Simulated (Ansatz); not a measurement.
# Phonons of Sc-Mg-Sc stack of (100) layers, part 2 of 3

The plan: relax Sc-Mg-Sc stack of (100) layers, check its phonons, and, if the lattice is stable, compute its Eliashberg function and ρ(T).

Ansatz 0.2.0; DFT PBEsol, scalar-relativistic, plane waves, PAW.

So far: The starting structure; Relaxation.

## 3. Relaxing tightly for phonons

Phonons are second derivatives about the minimum, so the remaining forces must be small: the thresholds are tightened.

File input.yaml:

```yaml
crystal:
  lattice:
    - [3.065233362, 0.0, 0.0]
    - [0.0, 3.065233362, 0.0]
    - [0.0, 0.0, 32.8625553076]
  atoms:
    - { symbol: Sc, position: [0.0, 0.0, 0.166987012] }
    - { symbol: Mg, position: [0.5, 0.5, 0.2363066392] }
    - { symbol: Sc, position: [0.0, 0.0, 0.3056262664] }
  periodic: [true, true, false]
kpoints:
  mp_grid: { grid: [10, 10, 1] }
hamiltonian:
  xc: pbesol
scf:
  occupations: { method: methfessel_paxton, width: 0.2 }
output:
  forces: true
  stress: true
  eigenvalues: true
relax:
  adjacent_minimum: "off"
  f_tol: 0.001
  max_steps: 60
  cell: { stress_2d_tol: 0.002 }
```

Command:

```
$ ansatz run input.yaml --threads 4 --pin off --max-ram 16384MiB --backend cpu --events-out ev --progress --plain --runs-dir out
```

Numbers of over 12 decimals in the logs are rounded to 6 here.

Output:

```text
[the first part of the log is left out]
  E_paw        = -2145.565548  (= ΣΔE_a)
  E_vpaw       = -258.779491  (= ΣTr[D̂ρ^β])
  E_aug_tail   = 0.000017  (compensation charges beyond the density's cutoff)
  E_ewald      = 27283.940162
  E_core_change = 0.316912  (= ΣΔE_core)
  E_smearing   = -0.010643  (= −TS)
  E_closure    = -0.000000  (closes the sum)
  Σ components = -6132.835389   (vs F -6132.835389, Δ=0.00e0)
--- Forces (eV/Å), atoms counted from 1 ---
  atom   1  Sc     0.00000000     0.00000000     0.00001903
[...]
-0.000001      -0.000000      -0.000000
       -0.000000      -0.000001       0.000000
        0.000000       0.000000       0.000000
  P = ½ c Tr σ = -0.0000 N/m
--- Band table (eV; the first three rows and the last of 21) ---
[...]
--- Relaxed structure (5 steps of the walk, 5 accepted, 1 SCFs on fresh bases) ---
[...]
cell:  # Å, volume = 307.2964 Å³
    - [3.057934, 0, 0.0]
    - [0, 3.057934, 0.0]
    - [0.0, 0.0, 32.8625553076]
  atoms:
    - { symbol: Sc, position: [0, 0, 0.166590] }
    - { symbol: Mg, position: [0.5, 0.5, 0.236307] }
    - { symbol: Sc, position: [0, 0, 0.306024] }
```

Elapsed: 13 s, on 4 threads of Arm Neoverse V2, shared host; peak memory 0.66 GiB.

Relaxation path:

| step | energy less that of the first step (eV) | largest force component (eV/Å) | volume (Å³) |
| --- | --- | --- | --- |
| 1 | 0.0000 | 0.0043 | 308.77 |
| 2 | 0.0000 | 0.0025 | 308.53 |
| 3 | -0.0001 | 0.0016 | 307.21 |
| 4 | -0.0001 | 0.0005 | 307.31 |
| 5 | -0.0001 | 0.0000 | 307.30 |
| 6 | -0.0001 | 0.0000 | 307.30 |

The log counts 1 steps on a newly chosen plane-wave basis, not all of them marked here; energy and pressure can jump at such steps.

| cell as run | before | after | change |
| --- | --- | --- | --- |
| a (Å) | 3.065 | 3.058 | -0.2 % |
| b (Å) | 3.065 | 3.058 | -0.2 % |

The atoms that moved most (Å, along periodic axes as changes of fractional coordinates times the final cell, across vacuum about the mean position):

| atom | dx | dy | dz | length |
| --- | --- | --- | --- | --- |
| Sc3 | 0.000 | 0.000 | 0.013 | 0.013 |
| Sc1 | 0.000 | 0.000 | -0.013 | 0.013 |

Final coordinates:

```cif
data_structure
_symmetry_space_group_name_H-M 'P 1'
_symmetry_Int_Tables_number 1
_cell_length_a 3.0579
_cell_length_b 3.0579
_cell_length_c 32.8626
_cell_angle_alpha 90.000
_cell_angle_beta 90.000
_cell_angle_gamma 90.000
_cell_volume 307.30
loop_
_atom_site_label
_atom_site_type_symbol
_atom_site_fract_x
_atom_site_fract_y
_atom_site_fract_z
_atom_site_occupancy
Sc1 Sc 0.00000 0.00000 0.16659 1
Mg2 Mg 0.50000 0.50000 0.23631 1
Sc3 Sc 0.00000 0.00000 0.30602 1
```

## 4. Phonons by linear response: q 2×2×1, k 6×6×1

Couplings are defined for a stable lattice alone, so phonons come first.

File input.yaml:

```yaml
crystal:
  lattice:
    - [3.0579338885, 0.0, 0.0]
    - [0.0, 3.0579338885, 0.0]
    - [0.0, 0.0, 32.8625553076]
  atoms:
    - { symbol: Sc, position: [0.0, 0.0, 0.1665896694] }
    - { symbol: Mg, position: [0.5, 0.5, 0.2363066392] }
    - { symbol: Sc, position: [0.0, 0.0, 0.306023609] }
  periodic: [true, true, false]
kpoints:
  mp_grid: { grid: [6, 6, 1] }
hamiltonian:
  xc: pbesol
scf:
  occupations: { method: methfessel_paxton, width: 0.2 }
output:
  eigenvalues: true
phonons:
  method: dfpt
  qmesh: [2, 2, 1]
  temperatures: { t_max: 1000, t_step: 50 }
  qpath:
    path: [[0.0, 0.0, 0.0], [0.0, 0.5, 0.0], [0.5, 0.5, 0.0], [0.0, 0.0, 0.0]]
    npoints: 10
```

Output:

```text
Warning: crystal.symmetry: narrowed to the stabiliser of the run's FFT grids — unitary ops 16 → 8. A phonons.method: dfpt run fills in the rows of the dynamical matrix that it does not solve by its symmetry operations, which is exact only for operations that map its FFT grids onto themselves: filled in by any other, the frequencies could depend on the order in which like atoms are typed, or, by more than the grids' own error, on where the crystal sits among the grids' points. Excluded: 8 operations. The run can therefore solve more perturbations, solve them on more k-points, or both, and cost more. [rest of the remark cut]
[...]
Crystal: 3 atoms, lattice volume = 307.296 Å³
Basis set: ecut = 420 eV, 5981 PW (Γ), exchange–correlation on 48×48×450 points (8 copies of the dense FFT grid, shifted against one another)
Bands: 20, of which v1, the nominal top of the filled ones, is band 16 counted from 1 (15 counted from 0)
Symmetry: 16 space group operations
k-points: 10 of 36 (irreducible under 8 space group operations)
[...]
SCF iter   1: F=—  HF=-6132.794939 eV  |F-HF|=—  |Δ(HF+E_count)|=         —  Δρ=2.68e-3  dr2=1.36e-1  ethr=1.77e-3  ⟨swp⟩=9.9  Hψ=2795  notcnv=0
automatic band count: the SCF goes on with 24 bands, as 20 were too few: they end inside the smearing window of the response
[...]
SCF iter   2: F=—  HF=-6132.781996 eV  |F-HF|=—  |Δ(HF+E_count)|=   1.29e-2  S|Δr|=    0.00e0  Δρ=1.01e-3  dr2=3.30e-3  ethr=4.25e-4  ⟨swp⟩=1.5  Hψ=359  notcnv=0  defer=1
[...]
SCF iter  13: F=-6132.783052 eV  HF=-6132.783052 eV  |F-HF|=3.18e-10  |Δ(HF+E_count)|=  5.03e-10  S|Δr|=    0.00e0  Δρ=2.64e-8  dr2=5.74e-12  ethr=1.00e-12  ⟨swp⟩=14.5  Hψ=1352  notcnv=0
SCF 1 converged in 13 iterations: F = -6132.783052 eV  dr2 = 5.74e-12
[...]
phonons: the bands overlap, so this run is a metal and interpolates without the dipole-dipole term. If the crystal is really an insulator or semiconductor, its LO-TO splitting is missing
NSCF: frozen V_eff on 10 k-points
[...]
DFPT response loops at q = (0, 0, 0) (fractional): preconditioner auto → none (partly filled bands, converged f_vac=0.706); β = 0.50; Broyden in place of MSR1
[...]
SCF converged after 13 iterations
Stability not checked: this state was not tested for a lower state beside it, because cold or Methfessel-Paxton smearing, or corrected tetrahedra, fill the levels in a way that the test cannot read (fill_not_monotonic; see scf.lower_state_search)
Free energy (F): -6132.783052 eV
[...]
Internal energy: -6132.744912 eV  (E = F + TS)
E sigma→0 (E₀):  -6132.773517 eV
Entropy (-TS):   -0.038140 eV (-12.713 meV/atom)
Fermi energy:    -3.515444 eV
[...]
--- Band table (eV; the first three rows and the last of 10) ---
  k-point 0: bands = [... 12 lower, -9.2200, -7.3404, -5.6438, -3.7417, -3.6983, -3.4928, -3.3679, -2.5759, ... 4 higher]
  k-point 1: bands = [... 12 lower, -8.7666, -6.8143, -5.2443, -3.5184, -3.4635, -3.4558, -3.2242, -2.5304, ... 4 higher]
  k-point 2: bands = [... 12 lower, -7.5066, -5.4651, -4.4771, -3.7318, -3.6224, -3.1552, -3.0859, -2.1097, ... 4 higher]
  k-point 9: bands = [... 12 lower, -4.9559, -4.7846, -3.7066, -3.7066, -2.9148, -2.9148, -2.4394, -1.2488, ... 4 higher]
  ° read free of the cell's end (the report's vacuum.weakly_bound_levels)
--- Phonons (Γ-DFPT): 6 representative perturbations + reference (Σ response iterations 28) ---
  ASR residual: 5.339e-5 → 0.000e0 eV/Å²; symmetrization residual: 1.337e-5 eV/Å²
  The last average, over the group as it would stand without the narrowing to the FFT grids, took up to 4.464e-6 eV/Å² of the zone centre's force constants
  ASR residual per site (eV/Å²): 1.79e-5 5.34e-5 2.68e-5
  Γ frequencies (cm⁻¹): 0.00 0.00 0.00 81.47 81.47 96.62 194.57 194.57 238.85
--- Phonons (arbitrary-q DFPT): 3 irreducible q on the 2×2×1 mesh ---
  q = [0.0000, 0.0000, 0.0000] (star 1, of the zone-centre solve; hermiticity 6.66e-6, symmetrization 1.47e-12, taken by the last average 1.11e-6): -0.00 -0.00 0.00 81.47 81.47 96.62 194.57 194.57 238.85
  q = [0.0000, -0.5000, 0.0000] (star 2, 9 solved perturbations on 16 of 36 k-point pairs; hermiticity 2.16e-6, symmetrization 1.55e-8, taken by the last average 9.38e-7): -72.50 29.65 54.44 69.54 140.84 141.96 159.77 225.61 259.10
  q = [-0.5000, -0.5000, 0.0000] (star 1, 6 solved perturbations in 78 linear systems a pass and spin channel, the states on 16 of 36 k-point pairs; hermiticity 1.14e-6, symmetrization 6.22e-9, taken by the last average 5.23e-7): -42.48 104.25 222.30 222.30 225.62 226.61 226.61 259.36 259.36
  sum rule: each row above includes the acoustic sum rule's correction from the zone centre's row sums; it moved no ω² by more than (0.77 cm⁻¹)²
  mesh force constants: q→R imaginary residual 9.01e-18; ASR residual 5.339e-5 → 0.000e0 eV/Å²; symmetrization residual 1.332e-15 eV/Å²
  interpolated dispersion: 31 rows × 9 modes
  density of states and harmonic sums: on the 20×20×1 q-mesh, interpolated from the force constants of a 2×2×1 supercell (no non-analytic term)
  largest difference from the sums on the solved wave vectors: F 2.56e-1 eV, S 3.60e-4 and C_V 1.04e-4 eV/K
  zero-point energy: 0.078657 eV/cell   skipped modes (ω ≤ 0): 26, of them read as no rigid motion or as one in doubt: 23 (2.875e-1 modes/cell left out, lowest -72.50 cm⁻¹)   left out of the sums: 3.28e-2 of the cell's modes: C_V's classical limit lies that fraction below 3 k_B per atom; for a crystal, a wire or a layer, F and S can be off by more, and a phonons.interpolated_qmesh denser along its periods is the remedy for the sampling
```

Elapsed: 69 s, on 4 threads; peak memory 1.1 GiB; 4.4 min of CPU time.

Numbers from this step:

```
share of imaginary modes in the plain interpolation between solved wavevectors : 0.0259
highest frequency, solved or plainly interpolated                              : 259.4 cm⁻¹
```

Solved on the 2×2×1 mesh alone; all other wavevectors are interpolated. Phonon branches along the path, in cm⁻¹:

| point | branch 1 | branch 2 | branch 3 | branch 4 | branch 5 | branch 6 | branch 7 | branch 8 | branch 9 |
| --- | --- | --- | --- | --- | --- | --- | --- | --- | --- |
| Γ | 0 | 0 | 0 | 82 | 82 | 97 | 195 | 195 | 239 |
| halfway | 10 | 26 | 43 | 66 | 109 | 120 | 179 | 229 | 231 |
| X | -72 | 30 | 54 | 70 | 141 | 142 | 160 | 226 | 259 |
| halfway | 39 | 82 | 149 | 164 | 183 | 188 | 216 | 228 | 258 |
| M | -42 | 104 | 222 | 222 | 226 | 227 | 227 | 259 | 259 |
| halfway | 43 | 74 | 130 | 132 | 136 | 140 | 223 | 223 | 228 |
| Γ | 0 | 0 | 0 | 82 | 82 | 97 | 195 | 195 | 239 |

The phonon branches as a text plot (rows in cm⁻¹):

```
    252 |           ****************************
    239 |*******  **                **          ****     ********
    225 |      ******************************************
    211 |    **                  *  ***    *****       ****
    197 |****                  ** ****       *****         ******
    183 |    *****            *  ***            **
    170 |         *****   **** *****              **
    156 |              ***  ***                   **
    142 |            *******   ***                  ***
    128 |         ***                               ***
    114 |      *****          ***                      **
    100 |*******                    ************       **********
     87 |****                    ***            ****       ******
     73 |  **   **     **********                   *******
     59 |    ***  *************                          **
     45 |  **  *****      **   ***                  *****  ***
     31 |      ***   *****                        **     **
     17 | ***** *****             **            **         *****
      4 |**  ***                                              ***
    -10 |  **               **
    -24 |                           **       ***
    -38 |         **                  *******
    -52 |           *
    -66 |            *******
         Γ               X               M                      Γ
```

Lowest modes at the softest wavevector of the mesh. Modes at q = (0.500, 0.000, 0.000), with each element's share of the kinetic energy (negative means imaginary):

| mode | frequency (cm⁻¹) | Sc % | Mg % |
| --- | --- | --- | --- |
| 1 | -72.5 | 100 | 0 |
| 2 | 29.6 | 100 | 0 |
| 3 | 54.4 | 95 | 5 |
| 4 | 69.5 | 100 | 0 |
| 5 | 140.8 | 100 | 0 |
| 6 | 142.0 | 89 | 11 |

Displacements in mode 1 (-72.5 cm⁻¹), the largest set to 1, in the home cell:
```
Sc1  0.00  1.00  0.00
Mg2  0.00  0.00  0.00
Sc3  0.00 -1.00  0.00
```

Displacements in mode 3 (54.4 cm⁻¹), the largest set to 1, in the home cell:
```
Sc1  0.00  0.00  1.00
Mg2  0.46  0.00  0.00
Sc3  0.00  0.00 -1.00
```

Among the solved wavevectors the lowest mode, translations apart, is -72.5 cm⁻¹, imaginary.

## 5. Phonons by linear response: q 2×2×1, k 8×8×1

An imaginary mode on so few k-points may come from the sampling, so the phonons are repeated with another k mesh.

input.yaml: that of step 4 with these lines changed.

```diff
@@ -11,3 +11,3 @@
 kpoints:
-  mp_grid: { grid: [6, 6, 1] }
+  mp_grid: { grid: [8, 8, 1] }
 hamiltonian:
```

The mesh is denser.

Output:

```text
[...]
Crystal: 3 atoms, lattice volume = 307.296 Å³
Basis set: ecut = 420 eV, 5981 PW (Γ), exchange–correlation on 48×48×450 points (8 copies of the dense FFT grid, shifted against one another)
Bands: 20, of which v1, the nominal top of the filled ones, is band 16 counted from 1 (15 counted from 0)
Symmetry: 16 space group operations
k-points: 15 of 64 (irreducible under 8 space group operations)
[...]
SCF iter   1: F=—  HF=-6132.855551 eV  |F-HF|=—  |Δ(HF+E_count)|=         —  Δρ=2.65e-3  dr2=9.90e-2  ethr=1.77e-3  ⟨swp⟩=9.4  Hψ=4077  notcnv=0
[...]
SCF iter  12: F=-6132.841911 eV  HF=-6132.841911 eV  |F-HF|=9.00e-11  |Δ(HF+E_count)|=  4.88e-10  S|Δr|=    0.00e0  Δρ=1.48e-8  dr2=2.17e-12  ethr=1.00e-12  ⟨swp⟩=14.7  Hψ=2166  notcnv=0
SCF 1 converged in 12 iterations: F = -6132.841911 eV  dr2 = 2.17e-12
[...]
WARN: eigensolver did not converge (k=5): 1 band(s) unlocked after 2 eigensolves, warm-restarted (20 sweeps on the last) at ethr=1.42e-12 eV (storage-precision floor; scheduled 1.00e-12 eV) (lowest unlocked band 23, counted from 0; max residual 1.08e-2 eV among the unlocked bands, 1.08e-2 eV over every band; other slots of this pass that fall short are told together in one closing line; warning suppressed until the next SCF loop or pass starts)
WARN: eigensolver did not converge in 2 slots of this pass, the one above among them; of largest residual over every band (k=5): 1 band(s) unlocked (lowest unlocked band 23, counted from 0; max residual 1.08e-2 eV among the unlocked bands, 1.08e-2 eV over every band); of lowest unlocked band (k=5): band 23
[...]
SCF converged after 12 iterations
[...]
Free energy (F): -6132.841911 eV
[...]
Internal energy: -6132.844138 eV  (E = F + TS)
E sigma→0 (E₀):  -6132.842468 eV
Entropy (-TS):   0.002226 eV (0.742 meV/atom)
Fermi energy:    -3.491513 eV
[...]
--- Band table (eV; the first three rows and the last of 15) ---
  k-point 0: bands = [... 12 lower, -9.1642, -7.2971, -5.6014, -3.7068, -3.6638, -3.4631, -3.3410, -2.5397, ... 4 higher]
  k-point 1: bands = [... 12 lower, -8.9067, -6.9963, -5.3704, -3.5725, -3.5191, -3.4276, -3.2438, -2.5339, ... 4 higher]
  k-point 2: bands = [... 12 lower, -8.1683, -6.1679, -4.7900, -3.5264, -3.3258, -3.2100, -3.1950, -2.3183, ... 4 higher]
  k-point 14: bands = [... 12 lower, -4.9145, -4.7442, -3.6649, -3.6649, -2.8843, -2.8843, -2.3978, -1.2238, ... 4 higher]
  ° read free of the cell's end (the report's vacuum.weakly_bound_levels)
[...]
ASR residual: 2.609e-5 → 0.000e0 eV/Å²; symmetrization residual: 9.984e-6 eV/Å²
[...]
ASR residual per site (eV/Å²): 1.29e-5 2.61e-5 1.75e-5
  Γ frequencies (cm⁻¹): 0.00 0.00 0.00 90.43 90.43 107.69 195.37 195.37 246.13
--- Phonons (arbitrary-q DFPT): 3 irreducible q on the 2×2×1 mesh ---
[...]
interpolated dispersion: 31 rows × 9 modes
[...]
```

Elapsed: 99 s, on 4 threads; peak memory 1.1 GiB; 6.3 min of CPU time.

Numbers from this step:

```
share of imaginary modes in the plain interpolation between solved wavevectors : 0.0086
highest frequency, solved or plainly interpolated                              : 269.4 cm⁻¹
```

Solved on the 2×2×1 mesh alone; all other wavevectors are interpolated. The phonon branches at the labelled points (cm⁻¹):

| point | branch 1 | branch 2 | branch 3 | branch 4 | branch 5 | branch 6 | branch 7 | branch 8 | branch 9 |
| --- | --- | --- | --- | --- | --- | --- | --- | --- | --- |
| Γ | 0 | 0 | 0 | 90 | 90 | 108 | 195 | 195 | 246 |
| halfway | 34 | 54 | 56 | 83 | 125 | 127 | 180 | 236 | 239 |
| X | -49 | 57 | 86 | 93 | 144 | 160 | 162 | 234 | 269 |
| halfway | 84 | 98 | 158 | 170 | 186 | 196 | 222 | 236 | 267 |
| M | 73 | 110 | 229 | 229 | 230 | 230 | 231 | 267 | 267 |
| halfway | 72 | 90 | 138 | 139 | 145 | 150 | 228 | 230 | 236 |
| Γ | 0 | 0 | 0 | 90 | 90 | 108 | 195 | 195 | 246 |

The phonon branches as a text plot (rows in cm⁻¹):

```
    263 |            ***************************
    250 |******   ***               **          **         ******
    236 |      ********************************************
    223 |      *                 *  ************    *****
    210 |  ****                ** ****       ***         **
    196 |****                 *  ***            **         ******
    183 |    *****          ** *****            **
    170 |         *****   ********                **
    157 |            **********  *                *****
    143 |         **********   **                   ***
    130 |       ****           **                      **
    117 |      *              *                        **
    104 |******                  *****************     **********
     90 |****     ****************                *******  ******
     77 |    *****  *             *********************  **
     64 |    ***  **      **                           **
     51 |  **  ***  ******  **                             ***
     37 |    ** ****                                     **
     24 | ******                                           *****
     11 | ***                                                 **
     -2 |*                                                      *
    -16 |           *
    -29 |                 **
    -42 |            *****
         Γ               X               M                      Γ
```

Lowest modes at the softest wavevector of the mesh. Modes at q = (0.000, 0.500, 0.000), with each element's share of the kinetic energy (negative means imaginary):

| mode | frequency (cm⁻¹) | Sc % | Mg % |
| --- | --- | --- | --- |
| 1 | -48.9 | 100 | 0 |
| 2 | 57.0 | 100 | 0 |
| 3 | 85.9 | 92 | 8 |
| 4 | 93.4 | 100 | 0 |
| 5 | 143.6 | 85 | 15 |
| 6 | 160.2 | 0 | 100 |

Displacements in mode 1 (-48.9 cm⁻¹), the largest set to 1, in the home cell:
```
Sc1  1.00  0.00  0.00
Mg2  0.00  0.00  0.00
Sc3 -1.00  0.00  0.00
```

Displacements in mode 6 (160.2 cm⁻¹), the largest set to 1, in the home cell:
```
Sc1 0.00 0.00 0.00
Mg2 1.00 0.00 0.00
Sc3 0.00 0.00 0.00
```

The modes has structure finer than the step of the table below, so its rows give means over 10 cm⁻¹, whole bins alone (the curve runs from -58.2 to 287 cm⁻¹). Peaks (cm⁻¹: height): Mg 195.8: 0.0234, 234.9: 0.109, 265.3: 0.0437; Sc 87.3: 0.0890, 106.8: 0.0500, 143.7: 0.0329, 187.1: 0.0249, 234.9: 0.0209.

Phonopy on the run's constants, 19x19x1 mesh, Gaussian sigma 2.5 cm⁻¹. The modes by wavenumber; means over each step; values in 1/cm⁻¹/cell:

| wavenumber (cm⁻¹) | Mg | Sc |
| --- | --- | --- |
| -50 | 0 | 0.00111 |
| -40 | 0 | 0.00113 |
| -30 | 0 | 0.00276 |
| -20 | 0 | 0.00249 |
| -10 | 6.0e-6 | 2.8e-4 |
| 0 | 2.3e-4 | 8.7e-4 |
| 10 | 7.0e-4 | 0.00268 |
| 20 | 0.00123 | 0.00628 |
| 30 | 0.00198 | 0.0105 |
| 40 | 0.00168 | 0.0101 |
| 50 | 0.00257 | 0.0173 |
| 60 | 0.00210 | 0.0228 |
| 70 | 0.00263 | 0.0311 |
| 80 | 0.00382 | 0.0638 |
| 90 | 0.00413 | 0.0712 |
| 100 | 0.00131 | 0.0417 |
| 110 | 5.2e-4 | 0.0348 |
| 120 | 4.0e-4 | 0.0211 |
| 130 | 6.0e-4 | 0.0254 |
| 140 | 0.00142 | 0.0280 |
| 150 | 0.00188 | 0.0283 |
| 160 | 0.00587 | 0.0287 |
| 170 | 0.00977 | 0.0233 |
| 180 | 0.0126 | 0.0189 |
| 190 | 0.0167 | 0.0216 |
| 200 | 0.0177 | 0.0183 |
| 210 | 0.0165 | 0.0182 |
| 220 | 0.0129 | 0.0146 |
| 230 | 0.0430 | 0.0132 |
| 240 | 0.0671 | 0.0123 |
| 250 | 0.0214 | 0.00282 |
| 260 | 0.0301 | 0.00272 |
| 270 | 0.0193 | 0.00160 |
| 280 | 7.6e-5 | 6.6e-6 |

No LO-TO term; unit eigenvectors of the mass-weighted matrix. Modes at Γ, with each element's share of the kinetic energy:

| mode | frequency (cm⁻¹) | symmetry | Sc % | Mg % |
| --- | --- | --- | --- | --- |
| 1 | 0.0 | unnamed | 79 | 21 |
| 2 | 0.0 | unnamed | 79 | 21 |
| 3 | 0.0 | unnamed | 79 | 21 |
| 4 | 90.4 | Eg | 100 | 0 |
| 5 | 90.4 | Eg | 100 | 0 |
| 6 | 107.7 | A1g | 100 | 0 |
| 7 | 195.4 | Eu | 21 | 79 |
| 8 | 195.4 | Eu | 21 | 79 |
| 9 | 246.1 | A2u | 21 | 79 |

Displacements in mode 5 (90.4 cm⁻¹), the largest set to 1:
```
Sc1  0.12  1.00  0.00
Mg2  0.00  0.00  0.00
Sc3 -0.12 -1.00  0.00
```

Displacements in mode 8 (195.4 cm⁻¹), the largest set to 1:
```
Sc1  0.03 -0.27  0.00
Mg2 -0.11  1.00  0.00
Sc3  0.03 -0.27  0.00
```

Among the solved wavevectors the lowest mode, translations apart, is -48.9 cm⁻¹, imaginary.

(Continued in part 3 of 3.)

[Logs are printed without paths, hosts, clocks, repeated set-up lines and the standing remarks that a program may print on its own settings, such as how far it seeks lower states.]

[Hosts, paths, dates, database ids (printed as entryN), source tags and the programs' standing remarks are cut or masked in the printed files.]
